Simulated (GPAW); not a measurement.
## Near-edge structure at the O K edge of CsH3O2 (Amm2)

Wanted: the O K-edge spectrum of CsH3O2 (Amm2), site by site, with its photon-energy scale.

Calculated with GPAW 26.7.0; X-ray absorption from dipole matrix elements to empty bands, plane-wave PAW LDA.

Most raw output is cut from this account.

**1. Starting point**

Symmetry: Amm2, No. 38, orthorhombic system. Conventional cell: a = 4.250 Å, b = 4.425 Å, c = 8.047 Å, α = 90.00°, β = 90.00°, γ = 90.00°. Nearest to Cs lie 12 H at 3.10 to 3.19 Å and 12 O at 3.25 to 3.52 Å. Nearest to O lie 5 H at 1.02 to 3.13 Å and 6 Cs at 3.30 to 3.52 Å. Nearest to O lie 7 H at 0.97 to 3.46 Å and 6 Cs at 3.25 to 3.44 Å. Nearest to H lie 3 O at 1.02 to 3.13 Å and 4 H at 1.69 to 2.74 Å and 4 Cs at 3.10 to 3.19 Å. Nearest to H lie 4 O at 0.97 to 3.13 Å and 4 H at 2.13 to 2.53 Å and 4 Cs at 3.12 Å. Farther neighbours and most contacts between anions are not listed.

Structure file:

```cif
data_structure
_symmetry_space_group_name_H-M 'P 1'
_symmetry_Int_Tables_number 1
_cell_length_a 4.2502
_cell_length_b 4.5918
_cell_length_c 4.5918
_cell_angle_alpha 57.614
_cell_angle_beta 90.000
_cell_angle_gamma 90.000
_cell_volume 75.68
loop_
_atom_site_label
_atom_site_type_symbol
_atom_site_fract_x
_atom_site_fract_y
_atom_site_fract_z
_atom_site_occupancy
Cs1 Cs 0.00000 0.98533 0.98533 1
O2 O 0.50000 0.33406 0.33406 1
O3 O 0.50000 0.67951 0.67951 1
H4 H 0.50000 0.45270 0.07118 1
H5 H 0.50000 0.07118 0.45270 1
H6 H 0.50000 0.55847 0.55847 1
```

**2. Ground state of the crystal**

The ground state comes first: it tells whether the system has a gap, which decides how the excited electron is treated.

File scf.py:

```python
import numpy as np
from ase import Atoms
from ase.parallel import parprint, paropen
from gpaw import GPAW, PW, FermiDirac, Mixer, MixerDif, setup_paths
from gpaw.test import gen
setup_paths.insert(0, '.')
gen('O', name='nch1s', xcname='LDA', corehole=(1, 0, 0), write_xml=True)
from gpaw.mpi import world
world.barrier()

atoms = Atoms('CsO2H3',
    cell=[[4.25023165, 0, 0],
     [0, 2.21260049, 4.02356038],
     [0, -2.21260049, 4.02356038]],
    scaled_positions=[[0, 0.98533106, 0.98533106],
     [0.5, 0.33406101, 0.33406101],
     [0.5, 0.67950864, 0.67950864],
     [0.5, 0.45270073, 0.07117693],
     [0.5, 0.07117693, 0.45270073],
     [0.5, 0.55847297, 0.55847297]],
    pbc=True)
atoms.calc = calc = GPAW(legacy_gpaw=True, mode=PW(500), xc='LDA', setups={1: 'nch1s'},
    kpts={'size': (6, 7, 7), 'gamma': True}, occupations=FermiDirac(0.05),
    charge=0, mixer=Mixer(0.1, 5, 50), maxiter=150,
    convergence={'density': 0.0001}, txt='scf.txt')
energy = atoms.get_potential_energy() + calc.get_reference_energy()
ef = calc.get_fermi_level()
out = dict(energy=energy, fermi=ef, forces=atoms.get_forces().tolist())
parprint(f'all-electron energy {energy:.4f} eV, Fermi level {ef:.4f} eV')
ev = np.array([[calc.get_eigenvalues(k, s) for k in range(len(calc.get_ibz_k_points()))] for s in range(calc.get_number_of_spins())])
out['homo'], out['lumo'], out['counts'] = ev[ev < ef].max(), ev[ev > ef].min(), sorted(set((ev < ef).sum((0, 2)).tolist()))
out['filled'] = (ev[:, 0] < ef).sum(1).tolist()
import json
with paropen('out.json', 'w') as f:
    json.dump(out, f)
```

Started as:

```bash
OMP_NUM_THREADS=1 mpirun -n 4 gpaw python scf.py
```

The job ended after 10 s (4 MPI ranks of Arm Neoverse V2, shared host; peak memory 0.2 GiB; 41 s of CPU time).

The mesh shows a gap of 4.08 eV, so the hole is first treated in a charged cell, without the excited electron.

**3. Spectrum without a core hole, O atom 2**

This cheap baseline ignores the attraction of the hole: it shows the absorber's empty states as they are in the ground state. The data set with a hole of occupation 0 only carries the core orbital.

The absorber has 2 H at 1.02 Å, 1 H at 1.81 Å, 4 Cs at 3.30 Å and 2 Cs at 3.52 Å (9-fold, site symmetry mm2).

File xas.py:

```python
import numpy as np
from ase import Atoms
from ase.parallel import parprint, paropen
from gpaw import GPAW, PW, FermiDirac, Mixer, MixerDif, setup_paths
from gpaw.test import gen
setup_paths.insert(0, '.')
gen('O', name='nch1s', xcname='LDA', corehole=(1, 0, 0), write_xml=True)
from gpaw.mpi import world
world.barrier()

atoms = Atoms('CsO2H3',
    cell=[[4.25023165, 0, 0],
     [0, 2.21260049, 4.02356038],
     [0, -2.21260049, 4.02356038]],
    scaled_positions=[[0, 0.98533106, 0.98533106],
     [0.5, 0.33406101, 0.33406101],
     [0.5, 0.67950864, 0.67950864],
     [0.5, 0.45270073, 0.07117693],
     [0.5, 0.07117693, 0.45270073],
     [0.5, 0.55847297, 0.55847297]],
    pbc=True)
atoms.calc = calc = GPAW(legacy_gpaw=True, mode=PW(500), xc='LDA', setups={1: 'nch1s'},
    kpts={'size': (6, 7, 7), 'gamma': True}, occupations=FermiDirac(0.02),
    charge=0, mixer=Mixer(0.1, 5, 50), maxiter=150,
    convergence={'density': 0.0001}, txt='scf.txt')
energy = atoms.get_potential_energy() + calc.get_reference_energy()
ef = calc.get_fermi_level()
out = dict(energy=energy, fermi=ef, forces=atoms.get_forces().tolist())
parprint(f'all-electron energy {energy:.4f} eV, Fermi level {ef:.4f} eV')
ev = np.array([[calc.get_eigenvalues(k, s) for k in range(len(calc.get_ibz_k_points()))] for s in range(calc.get_number_of_spins())])
out['homo'], out['lumo'], out['counts'] = ev[ev < ef].max(), ev[ev > ef].min(), sorted(set((ev < ef).sum((0, 2)).tolist()))
out['filled'] = (ev[:, 0] < ef).sum(1).tolist()

from ase.units import Ha
from gpaw.xas import dipole_matrix_elements
nb = int(calc.get_number_of_electrons() / 2) + 48
top, nb = nb, nb + 8 + nb // 12
nscf = calc.fixed_density(kpts={'size': (5, 6, 6), 'gamma': True}, nbands=nb,
    convergence={'bands': top, 'eigenstates': 1e-5}, maxiter=60, txt='nscf.txt')
cell = atoms.cell.array
ops = [cell.T @ U.T @ np.linalg.inv(cell.T) for U in nscf.wfs.kd.symmetry.op_scc]
filled = [12]  # bands filled in the ground state, by spin
E = np.arange(-25, 34, 0.1)
fwhm = np.interp(E, [4, 25], [0.9, 3.5])
Y, X, zero, highest = 0, 0, 1e9, 1e9
for spin in range(nscf.get_number_of_spins()):
    wfs = nscf.wfs
    A = dipole_matrix_elements(wfs.setups[1])
    eps = np.zeros((wfs.kd.nibzkpts, nb))
    d = np.zeros((3, A.shape[1], wfs.kd.nibzkpts, nb), complex)
    for kpt in wfs.kpt_u:
        if kpt.s == spin and 1 in kpt.P_ani:
            eps[kpt.k] = kpt.eps_n * Ha
            d[:, :, kpt.k] = (kpt.weight * wfs.nspins / 2) ** 0.5 * np.inner(A, kpt.P_ani[1])
    world.sum(eps)
    world.sum(d)
    T = np.einsum('amkn,bmkn->abkn', d, d.conj()).real
    T = sum(np.einsum('ai,ijkn,bj->abkn', R, T, R) for R in ops) / len(ops)
    empty = np.ones_like(eps, bool) & (np.arange(nb) >= filled[spin])
    zero, highest = min(zero, eps[empty].min()), min(highest, eps[:, top - 1].min())
    lines = [(eps, T, empty)] if spin == 0 else lines + [(eps, T, empty)]
for eps, T, empty in lines:
    f = np.einsum('aakn->akn', T).reshape(3, -1)
    x = eps.ravel() - zero
    w = np.interp(x, E, fwhm) / 2.35482
    g = np.exp(-0.5 * ((E[:, None] - x) / w) ** 2) / (w * (2 * np.pi) ** 0.5)
    Y = Y + (f * empty.ravel()) @ g.T
    X = X + (f * ~empty.ravel()) @ g.T
out.update(E=E.round(2).tolist(), xas=Y.tolist(), xes=X.tolist(), zero=zero, valid=highest - zero, nk=len(eps), nb=nb)
for i in range(0, len(E), 10):
    parprint(f'{E[i]:7.2f}', *(f'{v:10.3e}' for v in Y[:, i]))
import json
with paropen('out.json', 'w') as f:
    json.dump(out, f)
```

Started as:

```bash
OMP_NUM_THREADS=1 mpirun -n 4 gpaw python xas.py
```

Elapsed: 26 s, on 4 MPI ranks; peak memory 0.26 GiB; 1.7 min of CPU time.

The O K spectrum, O atom 2, no core hole (energy from the lowest empty level; intensity scaled to a mean of 1 over the first 20 eV; polarised curves are means over the symmetry-equivalent atoms):

| E (eV) | isotropic | ε ∥ x | ε ∥ y | ε ∥ z |
| --- | --- | --- | --- | --- |
| -2.00 | 0.00 | 0.00 | 0.00 | 0.00 |
| -1.25 | 0.00 | 0.00 | 0.00 | 0.00 |
| -0.50 | 0.00 | 0.00 | 0.00 | 0.00 |
| 0.25 | 0.02 | 0.02 | 0.01 | 0.02 |
| 1.00 | 0.15 | 0.20 | 0.10 | 0.15 |
| 1.75 | 0.57 | 0.88 | 0.28 | 0.55 |
| 2.50 | 1.16 | 1.73 | 0.50 | 1.24 |
| 3.25 | 0.80 | 1.07 | 0.42 | 0.93 |
| 4.00 | 1.27 | 2.05 | 0.53 | 1.24 |
| 4.75 | 0.86 | 1.45 | 0.42 | 0.72 |
| 5.50 | 0.31 | 0.47 | 0.14 | 0.31 |
| 6.25 | 0.31 | 0.30 | 0.20 | 0.44 |
| 7.00 | 0.52 | 0.34 | 0.54 | 0.68 |
| 7.75 | 1.19 | 0.50 | 1.49 | 1.59 |
| 8.50 | 2.16 | 0.82 | 2.64 | 3.01 |
| 9.25 | 2.93 | 1.31 | 4.04 | 3.44 |
| 10.00 | 2.83 | 1.40 | 4.62 | 2.46 |
| 10.75 | 1.91 | 0.87 | 3.44 | 1.41 |
| 11.50 | 1.20 | 0.57 | 2.14 | 0.91 |
| 12.25 | 0.97 | 0.57 | 1.53 | 0.81 |
| 13.00 | 0.96 | 0.68 | 1.35 | 0.85 |
| 13.75 | 1.00 | 0.74 | 1.37 | 0.89 |
| 14.50 | 0.92 | 0.72 | 1.25 | 0.81 |
| 15.25 | 0.73 | 0.64 | 0.91 | 0.65 |
| 16.00 | 0.58 | 0.58 | 0.62 | 0.55 |
| 16.75 | 0.57 | 0.63 | 0.53 | 0.56 |
| 17.50 | 0.64 | 0.76 | 0.56 | 0.60 |
| 18.25 | 0.70 | 0.87 | 0.60 | 0.63 |
| 19.00 | 0.72 | 0.91 | 0.61 | 0.64 |
| 19.75 | 0.71 | 0.87 | 0.60 | 0.64 |
| 20.50 | 0.66 | 0.78 | 0.59 | 0.62 |
| 21.25 | 0.61 | 0.67 | 0.57 | 0.58 |
| 22.00 | 0.56 | 0.59 | 0.56 | 0.54 |
| 22.75 | 0.52 | 0.55 | 0.53 | 0.49 |
| 23.50 | 0.49 | 0.54 | 0.48 | 0.45 |
| 24.25 | 0.47 | 0.55 | 0.44 | 0.42 |
| 25.00 | 0.48 | 0.57 | 0.43 | 0.44 |
| 25.75 | 0.54 | 0.63 | 0.47 | 0.51 |
| 26.50 | 0.64 | 0.73 | 0.56 | 0.62 |
| 27.25 | 0.75 | 0.87 | 0.66 | 0.72 |
| 28.00 | 0.83 | 1.00 | 0.71 | 0.79 |
| 28.75 | 0.85 | 1.06 | 0.69 | 0.79 |
| 29.50 | 0.80 | 1.02 | 0.62 | 0.75 |
| 30.25 | 0.72 | 0.89 | 0.54 | 0.71 |

Main maxima below 24 eV (height): 2.6 eV (1.17), 4.1 eV (1.30), 9.6 eV (3.03) and 19.0 eV (0.72). A K edge sees empty p states on the absorber.

The same matrix elements for filled bands give the O K emission of O atom 2 (ground-state approximation; energy from the lowest empty level, largest value 1):

| E (eV) | emission |
| --- | --- |
| -24.00 | 0.00 |
| -23.25 | 0.00 |
| -22.50 | 0.02 |
| -21.75 | 0.01 |
| -21.00 | 0.00 |
| -20.25 | 0.00 |
| -19.50 | 0.00 |
| -18.75 | 0.00 |
| -18.00 | 0.00 |
| -17.25 | 0.00 |
| -16.50 | 0.00 |
| -15.75 | 0.00 |
| -15.00 | 0.00 |
| -14.25 | 0.00 |
| -13.50 | 0.00 |
| -12.75 | 0.01 |
| -12.00 | 0.20 |
| -11.25 | 0.34 |
| -10.50 | 0.24 |
| -9.75 | 0.12 |
| -9.00 | 0.20 |
| -8.25 | 0.24 |
| -7.50 | 0.18 |
| -6.75 | 0.42 |
| -6.00 | 0.64 |
| -5.25 | 0.88 |
| -4.50 | 0.54 |
| -3.75 | 0.08 |
| -3.00 | 0.00 |
| -2.25 | 0.00 |
| -1.50 | 0.00 |
| -0.75 | 0.00 |
| 0.00 | 0.00 |
| 0.75 | 0.00 |
| 1.50 | 0.00 |
| 2.25 | 0.00 |
| 3.00 | 0.00 |

Emission maxima: -11.4 eV (0.37), -8.6 eV (0.28) and -5.6 eV (1.00).

**4. Spectrum without a core hole, O atom 3**

Without a hole the spectrum is the empty density of states of the right symmetry on the absorber, weighted by matrix elements. It needs only the small cell and serves as the baseline. The data set with a hole of occupation 0 only carries the core orbital.

The absorber has 1 H at 0.97 Å, 2 H at 1.52 Å, 2 Cs at 3.25 Å and 4 Cs at 3.44 Å (9-fold, site symmetry mm2).

Changes to xas.py since step 3:

```diff
@@ -21,3 +21,3 @@
     pbc=True)
-atoms.calc = calc = GPAW(legacy_gpaw=True, mode=PW(500), xc='LDA', setups={1: 'nch1s'},
+atoms.calc = calc = GPAW(legacy_gpaw=True, mode=PW(500), xc='LDA', setups={2: 'nch1s'},
     kpts={'size': (6, 7, 7), 'gamma': True}, occupations=FermiDirac(0.02),
@@ -47,3 +47,3 @@
     wfs = nscf.wfs
-    A = dipole_matrix_elements(wfs.setups[1])
+    A = dipole_matrix_elements(wfs.setups[2])
     eps = np.zeros((wfs.kd.nibzkpts, nb))
@@ -51,5 +51,5 @@
     for kpt in wfs.kpt_u:
-        if kpt.s == spin and 1 in kpt.P_ani:
+        if kpt.s == spin and 2 in kpt.P_ani:
             eps[kpt.k] = kpt.eps_n * Ha
-            d[:, :, kpt.k] = (kpt.weight * wfs.nspins / 2) ** 0.5 * np.inner(A, kpt.P_ani[1])
+            d[:, :, kpt.k] = (kpt.weight * wfs.nspins / 2) ** 0.5 * np.inner(A, kpt.P_ani[2])
     world.sum(eps)
```

It took 26 s on 4 MPI ranks; peak memory 0.26 GiB; 1.8 min of CPU time.

The O K spectrum, O atom 3, no core hole (energy from the lowest empty level; intensity scaled to a mean of 1 over the first 20 eV; polarised curves are means over the symmetry-equivalent atoms):

| E (eV) | isotropic | ε ∥ x | ε ∥ y | ε ∥ z |
| --- | --- | --- | --- | --- |
| -2.0 | 0.00 | 0.00 | 0.00 | 0.00 |
| -1.5 | 0.00 | 0.00 | 0.00 | 0.00 |
| -1.0 | 0.00 | 0.00 | 0.00 | 0.00 |
| -0.5 | 0.00 | 0.00 | 0.00 | 0.00 |
| 0.0 | 0.01 | 0.01 | 0.01 | 0.01 |
| 0.5 | 0.05 | 0.07 | 0.05 | 0.04 |
| 1.0 | 0.18 | 0.22 | 0.20 | 0.14 |
| 1.5 | 0.46 | 0.58 | 0.47 | 0.31 |
| 2.0 | 0.88 | 1.19 | 0.89 | 0.56 |
| 2.5 | 1.26 | 1.69 | 1.23 | 0.85 |
| 3.0 | 1.13 | 1.54 | 1.03 | 0.84 |
| 3.5 | 1.09 | 1.28 | 1.25 | 0.73 |
| 4.0 | 1.58 | 2.43 | 1.49 | 0.83 |
| 4.5 | 1.32 | 2.12 | 1.03 | 0.81 |
| 5.0 | 0.79 | 1.19 | 0.58 | 0.61 |
| 5.5 | 0.39 | 0.53 | 0.26 | 0.37 |
| 6.0 | 0.35 | 0.31 | 0.25 | 0.48 |
| 6.5 | 0.50 | 0.36 | 0.32 | 0.82 |
| 7.0 | 0.72 | 0.37 | 0.44 | 1.36 |
| 7.5 | 1.09 | 0.45 | 0.78 | 2.05 |
| 8.0 | 1.61 | 0.65 | 1.41 | 2.77 |
| 8.5 | 2.23 | 0.91 | 2.21 | 3.56 |
| 9.0 | 2.78 | 1.21 | 3.08 | 4.07 |
| 9.5 | 2.98 | 1.43 | 3.67 | 3.82 |
| 10.0 | 2.63 | 1.38 | 3.53 | 2.99 |
| 10.5 | 1.95 | 1.06 | 2.72 | 2.07 |
| 11.0 | 1.32 | 0.74 | 1.81 | 1.41 |
| 11.5 | 0.96 | 0.57 | 1.22 | 1.08 |
| 12.0 | 0.81 | 0.53 | 0.95 | 0.95 |
| 12.5 | 0.77 | 0.58 | 0.84 | 0.90 |
| 13.0 | 0.78 | 0.65 | 0.77 | 0.92 |
| 13.5 | 0.82 | 0.72 | 0.73 | 1.00 |
| 14.0 | 0.84 | 0.74 | 0.70 | 1.07 |
| 14.5 | 0.80 | 0.73 | 0.64 | 1.04 |
| 15.0 | 0.72 | 0.68 | 0.55 | 0.92 |
| 15.5 | 0.62 | 0.63 | 0.46 | 0.76 |
| 16.0 | 0.55 | 0.61 | 0.41 | 0.63 |
| 16.5 | 0.54 | 0.63 | 0.42 | 0.58 |
| 17.0 | 0.58 | 0.69 | 0.45 | 0.58 |
| 17.5 | 0.63 | 0.78 | 0.50 | 0.61 |
| 18.0 | 0.68 | 0.87 | 0.54 | 0.64 |
| 18.5 | 0.71 | 0.93 | 0.56 | 0.65 |
| 19.0 | 0.72 | 0.94 | 0.57 | 0.65 |
| 19.5 | 0.71 | 0.92 | 0.57 | 0.64 |
| 20.0 | 0.68 | 0.86 | 0.56 | 0.63 |
| 20.5 | 0.64 | 0.78 | 0.54 | 0.61 |
| 21.0 | 0.60 | 0.70 | 0.51 | 0.59 |
| 21.5 | 0.56 | 0.64 | 0.48 | 0.57 |
| 22.0 | 0.53 | 0.59 | 0.45 | 0.56 |
| 22.5 | 0.51 | 0.56 | 0.41 | 0.55 |
| 23.0 | 0.49 | 0.55 | 0.38 | 0.54 |
| 23.5 | 0.48 | 0.54 | 0.35 | 0.53 |
| 24.0 | 0.47 | 0.55 | 0.33 | 0.52 |
| 24.5 | 0.47 | 0.56 | 0.33 | 0.52 |
| 25.0 | 0.49 | 0.57 | 0.35 | 0.54 |
| 25.5 | 0.53 | 0.60 | 0.40 | 0.59 |
| 26.0 | 0.59 | 0.65 | 0.46 | 0.65 |
| 26.5 | 0.66 | 0.72 | 0.53 | 0.72 |
| 27.0 | 0.73 | 0.80 | 0.59 | 0.79 |
| 27.5 | 0.78 | 0.89 | 0.63 | 0.84 |
| 28.0 | 0.82 | 0.96 | 0.64 | 0.86 |
| 28.5 | 0.83 | 1.02 | 0.63 | 0.84 |
| 29.0 | 0.81 | 1.04 | 0.59 | 0.81 |
| 29.5 | 0.78 | 1.02 | 0.55 | 0.77 |
| 30.0 | 0.73 | 0.96 | 0.51 | 0.73 |
| 30.5 | 0.69 | 0.87 | 0.47 | 0.71 |

Main maxima below 24 eV (height): 2.6 eV (1.28), 4.1 eV (1.60), 9.4 eV (2.98), 14.0 eV (0.84) and 18.9 eV (0.72). 

The same matrix elements for filled bands give the O K emission of O atom 3 (ground-state approximation; energy from the lowest empty level, largest value 1):

| E (eV) | emission |
| --- | --- |
| -24.00 | 0.00 |
| -23.25 | 0.00 |
| -22.50 | 0.00 |
| -21.75 | 0.00 |
| -21.00 | 0.01 |
| -20.25 | 0.01 |
| -19.50 | 0.00 |
| -18.75 | 0.00 |
| -18.00 | 0.00 |
| -17.25 | 0.00 |
| -16.50 | 0.00 |
| -15.75 | 0.00 |
| -15.00 | 0.00 |
| -14.25 | 0.00 |
| -13.50 | 0.00 |
| -12.75 | 0.00 |
| -12.00 | 0.04 |
| -11.25 | 0.05 |
| -10.50 | 0.04 |
| -9.75 | 0.04 |
| -9.00 | 0.12 |
| -8.25 | 0.12 |
| -7.50 | 0.09 |
| -6.75 | 0.21 |
| -6.00 | 0.10 |
| -5.25 | 0.29 |
| -4.50 | 0.96 |
| -3.75 | 0.15 |
| -3.00 | 0.00 |
| -2.25 | 0.00 |
| -1.50 | 0.00 |
| -0.75 | 0.00 |
| 0.00 | 0.00 |
| 0.75 | 0.00 |
| 1.50 | 0.00 |
| 2.25 | 0.00 |
| 3.00 | 0.00 |

Emission maxima: -8.6 eV (0.14), -6.8 eV (0.21) and -4.6 eV (1.00).

**5. Supercell without a hole, the energy reference**

The photon energy needs a difference of total energies, so the cell and mesh of the coming hole run are first run without a hole.

Changes to scf.py since step 2:

```diff
@@ -10,15 +10,27 @@
 
-atoms = Atoms('CsO2H3',
-    cell=[[4.25023165, 0, 0],
-     [0, 2.21260049, 4.02356038],
-     [0, -2.21260049, 4.02356038]],
+atoms = Atoms('Cs3O6H9',
+    cell=[[-4.25023165, -4.42520097, 0],
+     [4.25023165, -2.21260049, 4.02356038],
+     [-4.25023165, 2.21260049, 4.02356038]],
     scaled_positions=[[0, 0.98533106, 0.98533106],
-     [0.5, 0.33406101, 0.33406101],
-     [0.5, 0.67950864, 0.67950864],
-     [0.5, 0.45270073, 0.07117693],
-     [0.5, 0.07117693, 0.45270073],
-     [0.5, 0.55847297, 0.55847297]],
+     [0.33333333, 0.65199773, 0.31866439],
+     [0.66666667, 0.31866439, 0.65199773],
+     [0.83333333, 0.50072768, 0.16739434],
+     [0.16666667, 0.16739434, 0.50072768],
+     [0.5, 0.83406101, 0.83406101],
+     [0.83333333, 0.84617531, 0.51284197],
+     [0.16666667, 0.51284197, 0.84617531],
+     [0.5, 0.17950864, 0.17950864],
+     [0.70615873, 0.3650182, 0.15885946],
+     [0.03949207, 0.03168486, 0.4921928],
+     [0.3728254, 0.69835153, 0.82552613],
+     [0.96050793, 0.4921928, 0.03168486],
+     [0.29384127, 0.15885946, 0.3650182],
+     [0.6271746, 0.82552613, 0.69835153],
+     [0.83333333, 0.72513964, 0.3918063],
+     [0.16666667, 0.3918063, 0.72513964],
+     [0.5, 0.05847297, 0.05847297]],
     pbc=True)
-atoms.calc = calc = GPAW(legacy_gpaw=True, mode=PW(500), xc='LDA', setups={1: 'nch1s'},
-    kpts={'size': (6, 7, 7), 'gamma': True}, occupations=FermiDirac(0.05),
+atoms.calc = calc = GPAW(legacy_gpaw=True, mode=PW(500), xc='LDA', setups={3: 'nch1s'},
+    kpts={'size': (3, 3, 3), 'gamma': True}, occupations=FermiDirac(0.02),
     charge=0, mixer=Mixer(0.1, 5, 50), maxiter=150,
```

Started as:

```bash
OMP_NUM_THREADS=1 mpirun -n 4 gpaw python scf.py
```

The job ended after 27 s (4 MPI ranks; peak memory 0.29 GiB).

Reference energy: -647270.211 eV with the cores included.

(Continued in part 2 of 3.)

[Logs are printed without paths, hosts, clocks, repeated set-up lines and the standing remarks that a program may print on its own settings, such as how far it seeks lower states.]

[Hosts, paths, dates, database ids (printed as entryN), source tags and the programs' standing remarks are cut or masked in the printed files.]

[Lists of maxima count a maximum above −3 eV only where it reaches 4 % of the highest in the window and stands out from its surroundings by 2 % of it (1.5 % where it reaches 55 %); shoulders and weaker maxima are passed over, and of the rest the first, up to two pre-edge ones and the few strongest are named.]
